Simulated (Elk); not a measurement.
# Polar Kerr effect of Mn3CuN, part 2 of 2

How strongly does Mn3CuN turn reflected light?

Elk 11.2.3 (patched build); AM05; all-electron APW+lo, Dirac cores, scalar-relativistic bands with second-variational spin-orbit coupling.

So far. Step 2 (Self-consistent run): After 38 cycles the largest moment stands at 2.30 μB.

### Step 4. Optics with a broadening of 0.11 eV (continued)

Intraband term included. Table of optical conductivity by photon energy:

| photon energy (eV) | Re sigma xx (S/cm) | Im sigma xx (S/cm) | Re sigma xy (S/cm) | Im sigma xy (S/cm) | Re sigma zz (S/cm) | Im sigma zz (S/cm) |
| --- | --- | --- | --- | --- | --- | --- |
| 0.0 | 12688 | 0 | -149 | 0 | 12705 | 0 |
| 0.5 | 5166 | 267 | -155 | -100 | 5157 | 273 |
| 1.0 | 6046 | 1623 | -125 | -119 | 6041 | 1621 |
| 1.5 | 5251 | 1745 | -25.8 | -110 | 5251 | 1745 |
| 2.0 | 4116 | 1355 | -8.67 | -26.0 | 4116 | 1361 |
| 2.5 | 3872 | -70.6 | -41.1 | -47.3 | 3867 | -68.7 |
| 3.0 | 4719 | 254 | -10.9 | -68.6 | 4722 | 257 |
| 3.5 | 5059 | 121 | -58.4 | -49.3 | 5072 | 124 |
| 4.0 | 5398 | 33.7 | -27.0 | -41.3 | 5394 | 26.1 |
| 4.5 | 5668 | 791 | -0.737 | -134 | 5656 | 779 |
| 5.0 | 6761 | 644 | 59.2 | -34.1 | 6753 | 643 |
| 5.5 | 6278 | 2581 | -4.65 | -35.6 | 6276 | 2591 |
| 6.0 | 5593 | 3297 | 72.4 | -33.4 | 5589 | 3301 |
| 6.5 | 4945 | 3133 | -5.75 | -16.0 | 4948 | 3126 |
| 7.0 | 3898 | 3317 | 27.0 | -2.94 | 3901 | 3317 |
| 7.5 | 3649 | 3086 | 23.0 | -3.15 | 3654 | 3088 |
| 8.0 | 3572 | 2776 | -4.77 | -40.0 | 3575 | 2777 |

### Step 5. Optics with a broadening of 0.30 eV

The broadening stands for the lifetime of the excited states; it lowers and widens the peaks.

The input, elk.in:

```
tasks
  121
  122

xctype
  100 120 135

rgkmax
  7.0

nempty
  14

swidth
  0.011

reducebf
  0.5

epsengy
  1e-05

maxscl
  100

lmaxi
  3

spincore
  .true.

mixtype
  1

beta0
  0.05

spinpol
  .true.

spinorb
  .true.

cmagz
  .true.

intraband
  .true.

sppath
  './'

avec
  5.70643701364 -1.52903518946 4.17740182418
  -1.52903518946 5.70643701364 4.17740182418
  -4.17740182418 -4.17740182418 4.17740182418

atoms
  3
  'Mn.in'
  3
  0.0000000000 0.5000000000 0.5000000000   0.000000 0.000000 -0.000262
  0.5000000000 0.5000000000 0.0000000000   0.000000 0.000000 -0.000262
  0.5000000000 0.0000000000 0.5000000000   0.000000 0.000000 -0.000262
  'Cu.in'
  1
  0.0000000000 0.0000000000 0.0000000000   0.000000 0.000000 0.000000
  'N.in'
  1
  0.5000000000 0.5000000000 0.5000000000   0.000000 0.000000 0.000000

ngridk
  10 10 10

wplot
  240 100 0
  0.00000 0.30000

optcomp
  1 1
  1 2
  3 3
```

Launch:

```sh
OMP_NUM_THREADS=4 elk
```

What it wrote:

```text
┌─────────────────────────────────┐
│ Elk code version 11.2.3 started │
└─────────────────────────────────┘

Info(readinput): the functional depends on the density's gradient
 muffin-tin radial points multiplied by    2.00000
 (not where nrmtscf is given)

┌────────────────────┐
│ Current task : 121 │
└────────────────────┘

Info(checkmt): changed muffin-tin radius of species 1 (Mn) from   2.4000 to   2.0387
Info(checkmt): changed muffin-tin radius of species 3 (N) from   1.8000 to   1.5290

Info(dielectric):
 dielectric tensor written to EPSILON_ij.OUT
 optical conductivity written to SIGMA_ij.OUT
 plasma frequency written to PLASMA_ij.OUT
 for components
  i = 1, j = 1
  i = 1, j = 2
  i = 3, j = 3

┌────────────────────┐
│ Current task : 122 │
└────────────────────┘

Warning(chksvso): spin-orbit splittings by the second variation are low [figures from our tests cut]: local-orbitals by j (lorbdm 7 and 8, zora) mend levels alone

Info(dielectric):
 dielectric tensor written to EPSILON_ij.OUT
 optical conductivity written to SIGMA_ij.OUT
 plasma frequency written to PLASMA_ij.OUT
 for components
  i = 1, j = 1
  i = 1, j = 2

Info(moke):
 complex Kerr angle in degrees written to KERR.OUT

┌──────────────────┐
│ Elk code stopped │
└──────────────────┘
```

Run time: 1.8 min. Hardware: 4 threads of Arm Neoverse V1, shared host; peak memory 0.05 GiB.

Intraband term included. Polar Kerr angle against photon energy; values in degrees:

| photon energy (eV) | rotation | ellipticity |
| --- | --- | --- |
| 0.0 | 0 | 0 |
| 0.2 | 0.0425 | -0.0644 |
| 0.4 | 0.0990 | -0.0981 |
| 0.6 | 0.143 | -0.0842 |
| 0.8 | 0.159 | -0.0727 |
| 1.0 | 0.181 | -0.0688 |
| 1.2 | 0.202 | -0.0456 |
| 1.4 | 0.202 | -0.0214 |
| 1.6 | 0.192 | -0.00865 |
| 1.8 | 0.180 | -0.00768 |
| 2.0 | 0.171 | -0.0284 |
| 2.2 | 0.210 | -0.0517 |
| 2.4 | 0.248 | -0.0207 |
| 2.6 | 0.256 | 0.0116 |
| 2.8 | 0.254 | 0.0508 |
| 3.0 | 0.218 | 0.0741 |
| 3.2 | 0.190 | 0.0569 |
| 3.4 | 0.205 | 0.0333 |
| 3.6 | 0.229 | 0.0509 |
| 3.8 | 0.219 | 0.0702 |
| 4.0 | 0.218 | 0.0610 |
| 4.2 | 0.254 | 0.0694 |
| 4.4 | 0.275 | 0.131 |
| 4.6 | 0.233 | 0.200 |
| 4.8 | 0.150 | 0.216 |
| 5.0 | 0.0954 | 0.171 |
| 5.2 | 0.0904 | 0.130 |
| 5.4 | 0.0974 | 0.0971 |
| 5.6 | 0.132 | 0.0908 |
| 5.8 | 0.141 | 0.123 |
| 6.0 | 0.107 | 0.145 |
| 6.2 | 0.0690 | 0.123 |
| 6.4 | 0.0652 | 0.0791 |
| 6.6 | 0.0978 | 0.0619 |
| 6.8 | 0.111 | 0.0805 |
| 7.0 | 0.0926 | 0.0817 |
| 7.2 | 0.0986 | 0.0633 |
| 7.4 | 0.100 | 0.0683 |
| 7.6 | 0.0908 | 0.0449 |
| 7.8 | 0.119 | 0.0133 |
| 8.0 | 0.178 | 0.0182 |

### Step 6. An attempt with other settings

An input with a fault is tried, to see how the program answers.

The input, elk.in:

```
tasks
  0

xctype
  100 120 135

rgkmax
  7.0

nempty
  14

swidth
  0.002

reducebf
  0.5

epsengy
  1e-05

maxscl
  60

lmaxi
  1

spincore
  .true.

mixtype
  1

beta0
  0.05

spinpol
  .true.

spinorb
  .true.

cmagz
  .true.

lmaxapw
  2

lmaxo
  2

sppath
  './'

avec
  5.70643701364 -1.52903518946 4.17740182418
  -1.52903518946 5.70643701364 4.17740182418
  -4.17740182418 -4.17740182418 4.17740182418

atoms
  3
  'Mn.in'
  3
  0.0000000000 0.5000000000 0.5000000000   0.000000 0.000000 -0.262500
  0.5000000000 0.5000000000 0.0000000000   0.000000 0.000000 -0.262500
  0.5000000000 0.0000000000 0.5000000000   0.000000 0.000000 -0.262500
  'Cu.in'
  1
  0.0000000000 0.0000000000 0.0000000000   0.000000 0.000000 0.000000
  'N.in'
  1
  0.5000000000 0.5000000000 0.5000000000   0.000000 0.000000 0.000000

ngridk
  6 6 6
```

Launch:

```sh
OMP_NUM_THREADS=4 elk
```

What it wrote:

```text
┌─────────────────────────────────┐
│ Elk code version 11.2.3 started │
└─────────────────────────────────┘

Error(readinput): lmaxo < 3 : 2
```

Wall time 0.01 s (4 threads); peak memory 0.05 GiB.

The input was rejected at the start.

The fault put into the input: angular cutoffs far too low.

Cut at l = 2, the expansion in the spheres loses all higher parts of the states and of the density, such as products of d states; lmaxapw 8 and lmaxo 6 are usual.

### Step 7. The strongest peak

The largest local extreme of the rotation above 0.5 eV, for majority spin along +z:

| broadening (eV) | energy (eV) | rotation (°) | ellipticity (°) | rotation at 1.96 eV (°) |
| --- | --- | --- | --- | --- |
| 0.11 | 4.42 | 0.409 | 0.168 | 0.111 |
| 0.30 | 4.39 | 0.276 | 0.126 | 0.171 |

### Step 8. What came out

```yaml
net_spin_moment: 7.22 μB a cell
strongest_peak_above_0p5_ev: 0.41° at 4.4 eV
rotation_at_1p96_ev: 0.11°
```

In words: Above 0.5 eV the rotation peaks at 4.42 eV, with 0.41° for majority spin along +z at a broadening of 0.11 eV. The run's majority spin points along +z; the magnetisation points the other way, and the angle changes sign with it. The intraband term is included. These are independent-particle spectra on a 10×10×10 mesh, not shown converged. With a GGA and lmaxo under 10 this build's totals carry angular errors that reach some ten meV an atom in oxides, so smaller differences are in doubt.

[Logs and program files are shortened in this print: banners, set-up blocks, solver, clock and traceback lines can be left out without a mark of their own.]

[Logs are printed without paths, hosts, clocks, repeated set-up lines and the standing remarks that a program may print on its own settings, such as how far it seeks lower states.]

[Hosts, paths, dates, database ids (printed as entryN), source tags and the programs' standing remarks are cut or masked in the printed files.]

[Where a cell is said to come from a database of computed structures, the database is the Materials Project.]
